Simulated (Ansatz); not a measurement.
# linear Ta chain under tension and compression, part 2 of 3

Does stretching change the magnetism or the channel count of the linear Ta chain?

Ansatz 0.2.0; DFT RPBE, plane waves, PAW; relaxation of a chain's period (the session's first sound run).

So far, absolute moment (μB): step 2 (relaxing the period) 1.18.

### Step 3. At a set period, period over the relaxed period 0.88, k-mesh 1×1×38

This step: DFT RPBE, plane waves, PAW; channels and complex bands of a perfect chain (Ansatz 0.2.0).

The period is set to 0.88 times the relaxed one: shorter bonds widen the bands.

The cell differs from the one that the last finished run ended in (c 2.443 → 2.150 Å).

Input file input.yaml:

```yaml
crystal:
  lattice:
    - [7.5, 0.0, 0.0]
    - [0.0, 7.5, 0.0]
    - [0.0, 0.0, 2.1501580114]
  atoms:
    - { symbol: Ta, position: [0.5, 0.5, 0.0], spin: 0.51 }
magnetization:
  spin_polarized: true
kpoints:
  mp_grid: { grid: [1, 1, 38] }
scf:
  occupations: { method: fermi_dirac, width: 0.05 }
hamiltonian:
  xc: rpbe
output:
  transmission:
    e_range: [-2, 2]
    de: 0.035
    kmesh: [1, 1]
    reduced_basis: true
    leads: [[0, 0]]
  stress: true
```

On the command line:

```console
$ ansatz run input.yaml --threads 4 --pin off --max-ram 8192MiB --backend cpu --events-out ev --progress --plain --runs-dir out
```

Numbers of over 12 decimals in the logs are rounded to 6 here.

Output:

```text
[...]
Crystal: 1 atoms, lattice volume = 120.946 Å³
Basis set: ecut = 420 eV, 2351 PW (Γ)
Bands: 11, of which v1, the nominal top of the filled ones, is band 7 counted from 1 (6 counted from 0)
Symmetry: 16 space group operations
[...]
k-points: 20 of 38
[...]
Starting moments: Σ|m| = 0.51 μB on 1 of 1 site
[...]
SCF iter   1: F=—  HF=-9937.845404 eV  |F-HF|=—  |Δ(HF+E_count)|=         —  Δρ=1.85e-2 (↑1.45e-2 ↓1.85e-2)  dr2=2.21e0  dr2_m=1.63e-2  M=0.226 μB ∫|m|=0.226 μB  β_m=0.30  ethr=3.10e-3  ⟨swp⟩=6.5  Hψ=2939  notcnv=0
[...]
SCF iter  11: F=-9939.250008 eV  HF=-9939.250008 eV  |F-HF|=9.09e-12  |Δ(HF+E_count)|=  4.91e-10  Δρ=6.86e-8 (↑6.86e-8 ↓5.08e-8)  dr2=1.91e-11  dr2_m=1.96e-12  M=0.000 μB ∫|m|=0.000 μB  ethr=3.55e-12  ⟨swp⟩=3.0  Hψ=1653  notcnv=0
SCF 1 converged in 11 iterations: F = -9939.250008 eV  dr2 = 1.91e-11
[...]
the search or the solves at the SCF's close seem to have found levels that the self-consistency loop had missed (the run counts 3). By its estimate they hold under 1e-12 electrons; where the run keeps them, the occupations were computed again with them
WARN: the starting moments were not kept: the SCF closed with an absolute magnetisation of 4.2e-6 μB, where they sum to 0.51 μB in size (1 site). That is at most 0.1 of that sum. Measured as dr2_m measures the in/out step, that magnetisation stands 3.3e-12 eV from none, at or under the dr2_threshold of 1.0e-7 eV: it is no larger than a step whose dr2_m would equal this threshold. The system may hold no moment; this S [...]
transmission: 6 of 36 steps passed
transmission: 9 of 36 steps passed
[...]
transmission: 36 of 36 steps passed
SCF converged after 11 iterations
Magnetization: 0.0000 μB (6.5000 up, 6.5000 down)
Absolute magnetization: 0.0000 μB (∫|ρ↑−ρ↓|, with the PAW one-centre terms)
[...]
Per-site moments (μB) at R_I (Å): [(1.062399023537055e-6, 0.886940)]
Free energy (F): -9939.250008 eV
[...]
Internal energy: -9939.235975 eV  (E = F + TS)
E sigma→0 (E₀):  -9939.242991 eV
Entropy (-TS):   -0.014033 eV (-14.033 meV/atom)
Fermi energy:    -0.557778 eV
[...]
--- Stress (GPa, compression-positive) ---
       -0.310218       0.000000       0.000000
        0.000000      -0.310218       0.000000
        0.000000       0.000000      17.477814
  P = ⅓ Tr σ = 5.6191 GPa (56.191 kbar)
--- Band table (eV; the first three rows and the last of 40) ---
  k-point 0 ↑: bands = [... 3 lower, -31.2576, -4.7343, -3.0517, -1.0984, -1.0467, 1.2132, 1.2132, 3.0227]
  k-point 1 ↑: bands = [... 3 lower, -31.3225, -4.6243, -3.0240, -1.0803, -1.0287, 1.2152, 1.2152, 3.0450]
  k-point 2 ↑: bands = [... 3 lower, -31.5130, -4.3030, -2.9370, -1.0261, -0.9749, 1.2183, 1.2183, 3.1119]
  k-point 19 ↓: bands = [... 3 lower, -34.1049, -4.0509, -4.0509, 2.7094, 2.7169, 3.0584, 5.8161, 9.4220]
--- Transmission ---
  basis      : 497 plane waves across, 3 finite elements along
  points     : 1, standing for a mesh of 1 x 1
  filling    : by the input's occupations and mesh, since the crystals that have channels conduct as metals do. If one of these is a semiconductor, that mesh has misplaced its level
  energies   : 115 from -2.000000 to 1.990000 eV about the Fermi level, 0.035000 eV apart; the leads are filled to 0.000000 eV, and channels, transmission and decay are at -0.005000 eV
  crystal 0  : Ta1, at the sites [0, 0], period 2.1502 Å: whole cells are its period
    offset         : up to 0.0000 Å between an atom of the period and one for which it stands
    filled         : 2.8 meV under the level at which it is neutral
    channels       : 6.000000e0 up, 6.000000e0 down
    conductance    : 8.2646e14 S/m² at 300 K; may be off by some 0.0 % by where its bands' edges are placed, 0.0 % from the distance to neutral
```

Wall time 19 s (4 threads of Intel Xeon 6975P-C (Granite Rapids), shared host); peak memory 0.52 GiB; 41 s of CPU time.

This step gave:

```
energy at zero smearing                                   : -9939.2430 eV
channels at the energy nearest the Fermi level, spin up   : 6
channels at the energy nearest the Fermi level, spin down : 6
conductance of the lead as this run defines it            : 6.000 G₀
band gap                                                  : 0 eV
```

The open channels of the lead by energy, zero at the Fermi level:

| energy (eV) | spin up | spin down |
| --- | --- | --- |
| -2.00 | 4 | 4 |
| -1.90 | 4 | 4 |
| -1.79 | 4 | 4 |
| -1.69 | 4 | 4 |
| -1.58 | 4 | 4 |
| -1.48 | 4 | 4 |
| -1.37 | 4 | 4 |
| -1.23 | 4 | 4 |
| -1.12 | 4 | 4 |
| -1.02 | 4 | 4 |
| -0.92 | 4 | 4 |
| -0.81 | 4 | 4 |
| -0.70 | 4 | 4 |
| -0.60 | 4 | 4 |
| -0.49 | 5 | 5 |
| -0.39 | 6 | 6 |
| -0.28 | 6 | 6 |
| -0.18 | 6 | 6 |
| -0.07 | 6 | 6 |
| -0.01 | 6 | 6 |
| 0.07 | 6 | 6 |
| 0.17 | 6 | 6 |
| 0.28 | 6 | 6 |
| 0.38 | 6 | 6 |
| 0.48 | 6 | 6 |
| 0.59 | 6 | 6 |
| 0.69 | 6 | 6 |
| 0.80 | 6 | 6 |
| 0.91 | 6 | 6 |
| 1.01 | 6 | 6 |
| 1.11 | 6 | 6 |
| 1.22 | 6 | 6 |
| 1.36 | 6 | 6 |
| 1.47 | 6 | 6 |
| 1.57 | 6 | 6 |
| 1.68 | 6 | 6 |
| 1.78 | 4 | 4 |
| 1.89 | 4 | 4 |
| 1.99 | 4 | 4 |

At the computed energy nearest the Fermi level there are 6 spin-up and 6 spin-down channels, and the thermal average gives 6.00 G₀.

### Step 4. At a set period, period over the relaxed period 0.92, k-mesh 1×1×36

The period is set to 0.92 times the relaxed one: shorter bonds widen the bands.

The cell differs from the one that the last finished run ended in (c 2.150 → 2.248 Å).

input.yaml, as its differences from that of step 3:

```diff
@@ -4,3 +4,3 @@
     - [0.0, 7.5, 0.0]
-    - [0.0, 0.0, 2.1501580114]
+    - [0.0, 0.0, 2.2478924664]
   atoms:
@@ -10,3 +10,3 @@
 kpoints:
-  mp_grid: { grid: [1, 1, 38] }
+  mp_grid: { grid: [1, 1, 36] }
 scf:
```

Output:

```text
[...]
Crystal: 1 atoms, lattice volume = 126.444 Å³
Basis set: ecut = 420 eV, 2463 PW (Γ)
Bands: 11, of which v1, the nominal top of the filled ones, is band 7 counted from 1 (6 counted from 0)
Symmetry: 16 space group operations
[...]
k-points: 19 of 36
[...]
Starting moments: Σ|m| = 0.51 μB on 1 of 1 site
[...]
--- Transmission ---
  basis      : 497 plane waves across, 3 finite elements along
  points     : 1, standing for a mesh of 1 x 1
[...]
crystal 0  : Ta1, at the sites [0, 0], period 2.2479 Å: whole cells are its period
[...]
filled         : 16.1 meV under the level at which it is neutral
    channels       : 6.000000e0 up, 6.000000e0 down
[...]
[key lines of the parts left out:]
SCF converged after 12 iterations
Magnetization: 0.0000 μB (6.5000 up, 6.5000 down)
Free energy (F): -9939.685626 eV
Fermi energy:    -0.652270 eV
P = ⅓ Tr σ = 2.7876 GPa (27.876 kbar)
```

Run time: 15 s. Hardware: 4 threads; peak memory 0.51 GiB; 33 s of CPU time.

At the computed energy nearest the Fermi level there are 6 spin-up and 6 spin-down channels, and the thermal average gives 6.00 G₀.

### Step 5. At a set period, period over the relaxed period 0.96, k-mesh 1×1×35

The period is set to 0.96 times the relaxed one: shorter bonds widen the bands.

The cell differs from the one that the last finished run ended in (c 2.248 → 2.346 Å).

input.yaml, as its differences from that of step 4:

```diff
@@ -4,3 +4,3 @@
     - [0.0, 7.5, 0.0]
-    - [0.0, 0.0, 2.2478924664]
+    - [0.0, 0.0, 2.3456269215]
   atoms:
@@ -10,3 +10,3 @@
 kpoints:
-  mp_grid: { grid: [1, 1, 36] }
+  mp_grid: { grid: [1, 1, 35] }
 scf:
```

Output:

```text
[...]
Crystal: 1 atoms, lattice volume = 131.942 Å³
Basis set: ecut = 420 eV, 2583 PW (Γ)
Bands: 11, of which v1, the nominal top of the filled ones, is band 7 counted from 1 (6 counted from 0)
Symmetry: 16 space group operations
[...]
k-points: 18 of 35
[...]
Starting moments: Σ|m| = 0.51 μB on 1 of 1 site
[...]
--- Transmission ---
  basis      : 497 plane waves across, 3 finite elements along
  points     : 1, standing for a mesh of 1 x 1
[...]
crystal 0  : Ta1, at the sites [0, 0], period 2.3456 Å: whole cells are its period
[...]
filled         : 3.0 meV under the level at which it is neutral
    channels       : 6.000000e0 up, 5.000000e0 down
[...]
[key lines of the parts left out:]
SCF converged after 16 iterations
Magnetization: 0.5616 μB (6.7808 up, 6.2192 down)
Free energy (F): -9939.889037 eV
Fermi energy:    -0.704097 eV
P = ⅓ Tr σ = 0.9558 GPa (9.558 kbar)
```

Run time: 18 s. Hardware: 4 threads; peak memory 0.53 GiB.

At the computed energy nearest the Fermi level there are 6 spin-up and 5 spin-down channels, and the thermal average gives 5.52 G₀.

Between step 3 and this run (period over the relaxed period 0.96 and k-mesh 1×1×35) the value for the conductance of the lead as this run defines it moves from 6.00 G₀ to 5.52 G₀ (-8 %).

### Step 6. The chain at a fixed length, period over the relaxed period 1, k-mesh 1×1×33

The period is set to 1.0 times the relaxed one, as the point of reference.

input.yaml, as its differences from that of step 5:

```diff
@@ -4,3 +4,3 @@
     - [0.0, 7.5, 0.0]
-    - [0.0, 0.0, 2.3456269215]
+    - [0.0, 0.0, 2.4433613766]
   atoms:
@@ -10,3 +10,3 @@
 kpoints:
-  mp_grid: { grid: [1, 1, 35] }
+  mp_grid: { grid: [1, 1, 33] }
 scf:
```

Output:

```text
[...]
Crystal: 1 atoms, lattice volume = 137.439 Å³
Basis set: ecut = 420 eV, 2665 PW (Γ)
Bands: 11, of which v1, the nominal top of the filled ones, is band 7 counted from 1 (6 counted from 0)
Symmetry: 16 space group operations
[...]
k-points: 17 of 33
[...]
Starting moments: Σ|m| = 0.51 μB on 1 of 1 site
[...]
--- Transmission ---
  basis      : 497 plane waves across, 4 finite elements along
  points     : 1, standing for a mesh of 1 x 1
[...]
crystal 0  : Ta1, at the sites [0, 0], period 2.4434 Å: whole cells are its period
[...]
filled         : 35.1 meV over the level at which it is neutral
    channels       : 6.000000e0 up, 4.000000e0 down
[...]
[key lines of the parts left out:]
SCF converged after 12 iterations
Magnetization: 1.1628 μB (7.0814 up, 5.9186 down)
Free energy (F): -9939.954257 eV
Fermi energy:    -0.709211 eV
P = ⅓ Tr σ = -0.2041 GPa (-2.041 kbar)
```

It took 21 s on 4 threads; peak memory 0.57 GiB.

At the computed energy nearest the Fermi level there are 6 spin-up and 4 spin-down channels, and the thermal average gives 5.00 G₀.

Between step 3 and this run (period over the relaxed period 1 and k-mesh 1×1×33) the value for the conductance of the lead as this run defines it moves from 6.00 G₀ to 5.00 G₀ (-17 %).

### Step 7. The chain at a fixed length, period over the relaxed period 1.04, k-mesh 1×1×32

The period is set to 1.04 times the relaxed one: longer bonds narrow the bands.

The cell differs from the one that the last finished run ended in (c 2.443 → 2.541 Å).

input.yaml, as its differences from that of step 6:

```diff
@@ -4,3 +4,3 @@
     - [0.0, 7.5, 0.0]
-    - [0.0, 0.0, 2.4433613766]
+    - [0.0, 0.0, 2.5410958316]
   atoms:
@@ -10,3 +10,3 @@
 kpoints:
-  mp_grid: { grid: [1, 1, 33] }
+  mp_grid: { grid: [1, 1, 32] }
 scf:
```

Output:

```text
[...]
Crystal: 1 atoms, lattice volume = 142.937 Å³
Basis set: ecut = 420 eV, 2809 PW (Γ)
Bands: 11, of which v1, the nominal top of the filled ones, is band 7 counted from 1 (6 counted from 0)
Symmetry: 16 space group operations
[...]
k-points: 17 of 32
[...]
Starting moments: Σ|m| = 0.51 μB on 1 of 1 site
[...]
--- Transmission ---
  basis      : 497 plane waves across, 4 finite elements along
  points     : 1, standing for a mesh of 1 x 1
[...]
crystal 0  : Ta1, at the sites [0, 0], period 2.5411 Å: whole cells are its period
[...]
filled         : 19.2 meV over the level at which it is neutral
    channels       : 6.000000e0 up, 4.000000e0 down
[...]
[key lines of the parts left out:]
SCF converged after 10 iterations
Magnetization: 1.2162 μB (7.1081 up, 5.8919 down)
Free energy (F): -9939.901088 eV
Fermi energy:    -0.852655 eV
P = ⅓ Tr σ = -1.1906 GPa (-11.906 kbar)
```

Wall time 19 s (4 threads); peak memory 0.62 GiB.

At the computed energy nearest the Fermi level there are 6 spin-up and 4 spin-down channels, and the thermal average gives 5.00 G₀. The change of length costs 0.054 eV a cell and leaves an absolute moment of 1.22 μB a cell.

Between step 3 and this run (period over the relaxed period 1.04 and k-mesh 1×1×32) the value for the conductance of the lead as this run defines it moves from 6.00 G₀ to 5.00 G₀ (-17 %).

### Step 8. At a set period, period over the relaxed period 1.08, k-mesh 1×1×31

The period is set to 1.08 times the relaxed one: longer bonds narrow the bands.

The cell differs from the one that the last finished run ended in (c 2.541 → 2.639 Å).

input.yaml, as its differences from that of step 7:

```diff
@@ -4,3 +4,3 @@
     - [0.0, 7.5, 0.0]
-    - [0.0, 0.0, 2.5410958316]
+    - [0.0, 0.0, 2.6388302867]
   atoms:
@@ -10,3 +10,3 @@
 kpoints:
-  mp_grid: { grid: [1, 1, 32] }
+  mp_grid: { grid: [1, 1, 31] }
 scf:
```

Output:

```text
[...]
Crystal: 1 atoms, lattice volume = 148.434 Å³
Basis set: ecut = 420 eV, 2913 PW (Γ)
Bands: 11, of which v1, the nominal top of the filled ones, is band 7 counted from 1 (6 counted from 0)
Symmetry: 16 space group operations
[...]
k-points: 16 of 31
[...]
Starting moments: Σ|m| = 0.51 μB on 1 of 1 site
[...]
--- Transmission ---
  basis      : 497 plane waves across, 4 finite elements along
  points     : 1, standing for a mesh of 1 x 1
[...]
crystal 0  : Ta1, at the sites [0, 0], period 2.6388 Å: whole cells are its period
[...]
filled         : 7.2 meV over the level at which it is neutral
    channels       : 6.000000e0 up, 4.000000e0 down
[...]
[key lines of the parts left out:]
SCF converged after 12 iterations
Magnetization: 1.3657 μB (7.1829 up, 5.8171 down)
Free energy (F): -9939.766146 eV
Fermi energy:    -0.976487 eV
P = ⅓ Tr σ = -1.7839 GPa (-17.839 kbar)
```

The job ended after 18 s (4 threads; peak memory 0.59 GiB; 47 s of CPU time).

At the computed energy nearest the Fermi level there are 6 spin-up and 4 spin-down channels, and the thermal average gives 5.00 G₀. The change of length costs 0.190 eV a cell and leaves an absolute moment of 1.37 μB a cell.

Between step 3 and this run (period over the relaxed period 1.08 and k-mesh 1×1×31) the value for the conductance of the lead as this run defines it moves from 6.00 G₀ to 5.00 G₀ (-17 %).

### Step 9. At a set period, period over the relaxed period 1.13, k-mesh 1×1×29

The period is set to 1.13 times the relaxed one: longer bonds narrow the bands.

The cell differs from the one that the last finished run ended in (c 2.639 → 2.761 Å).

input.yaml, as its differences from that of step 8:

```diff
@@ -4,3 +4,3 @@
     - [0.0, 7.5, 0.0]
-    - [0.0, 0.0, 2.6388302867]
+    - [0.0, 0.0, 2.7609983555]
   atoms:
@@ -10,3 +10,3 @@
 kpoints:
-  mp_grid: { grid: [1, 1, 31] }
+  mp_grid: { grid: [1, 1, 29] }
 scf:
```

Output:

```text
[...]
Crystal: 1 atoms, lattice volume = 155.306 Å³
Basis set: ecut = 420 eV, 3089 PW (Γ)
Bands: 11, of which v1, the nominal top of the filled ones, is band 7 counted from 1 (6 counted from 0)
Symmetry: 16 space group operations
[...]
k-points: 15 of 29
[...]
Starting moments: Σ|m| = 0.51 μB on 1 of 1 site
[...]
--- Transmission ---
  basis      : 497 plane waves across, 4 finite elements along
  points     : 1, standing for a mesh of 1 x 1
[...]
crystal 0  : Ta1, at the sites [0, 0], period 2.7610 Å: whole cells are its period
[...]
filled         : 3.7 meV under the level at which it is neutral
    channels       : 6.000000e0 up, 4.000000e0 down
[...]
[key lines of the parts left out:]
SCF converged after 10 iterations
Magnetization: 1.6149 μB (7.3075 up, 5.6925 down)
Free energy (F): -9939.538201 eV
Fermi energy:    -1.109905 eV
P = ⅓ Tr σ = -2.0910 GPa (-20.910 kbar)
```

It took 15 s on 4 threads; peak memory 0.59 GiB; 44 s of CPU time.

At the computed energy nearest the Fermi level there are 6 spin-up and 4 spin-down channels, and the thermal average gives 5.00 G₀. The change of length costs 0.418 eV a cell and leaves an absolute moment of 1.62 μB a cell.

For the conductance of the lead as this run defines it, step 3 gave 6.00 G₀; this run, with period over the relaxed period 1.13 and k-mesh 1×1×29, gives 5.00 G₀ (-17 %).

(Continued in part 3 of 3.)

[Logs are printed without paths, hosts, clocks, repeated set-up lines and the standing remarks that a program may print on its own settings, such as how far it seeks lower states.]

[Hosts, paths, dates, database ids (printed as entryN), source tags and the programs' standing remarks are cut or masked in the printed files.]
